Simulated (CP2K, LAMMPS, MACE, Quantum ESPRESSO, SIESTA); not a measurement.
# Ranking relaxed geometries by hand: amorphous Zn39S26Se13 (78 atoms)

The cell holds 78 atoms (39 Zn, 26 S and 13 Se). Recipe: 78 atoms (39 Zn, 26 S, 13 Se) placed at random at 4.46 g/cm³, melted at 2500 K for 10 ps at fixed volume with the Stillinger-Weber II-VI potential (Zhou et al., Phys. Rev. B 88, 085309 (2013)). Quenched from 2500 K to 300 K at 10 K/ps and fixed volume, held 5 ps, then minimised at fixed cell.

Each method relaxed the atoms from this start in the fixed cell; Quantum ESPRESSO 7.5 (PBE; plane waves, SSSP efficiency, 60/480 Ry; k-points Γ) then solved the start and every end.

| geometry | free energy (eV) | r.m.s. force (eV/Å) |
| --- | --- | --- |
| start | -261185.061 | 0.429 |
| end of MACE MPA-0 medium | -261191.477 | 0.080 |
| end of CP2K double zeta | -261191.732 | 0.030 |
| end of SIESTA DZP | -261188.924 | 0.122 |

Task: Find the energy that each relaxation gains per atom at this level, and what share of the best gain each reaches. Compare the gap between best and worst with kT at 300 K (25.9 meV).

**Working.**

MACE MPA-0 medium: -261185.061 − (-261191.477) = 6.416 eV, or 82.3 meV an atom; 96 % of the best.

CP2K double zeta: -261185.061 − (-261191.732) = 6.671 eV, or 85.5 meV an atom; 100 % of the best.

SIESTA DZP: -261185.061 − (-261188.924) = 3.863 eV, or 49.5 meV an atom; 58 % of the best.

CP2K double zeta gains most. SIESTA DZP ends 2.808 eV higher for the cell, 36.0 meV an atom, which is 1.4 kT an atom and 108 kT for the cell.

Limits: no end is a minimum of this level; CP2K double zeta and SIESTA DZP stopped short of the threshold.

[Hosts, paths, dates, database ids (printed as entryN), source tags and the programs' standing remarks are cut or masked in the printed files.]
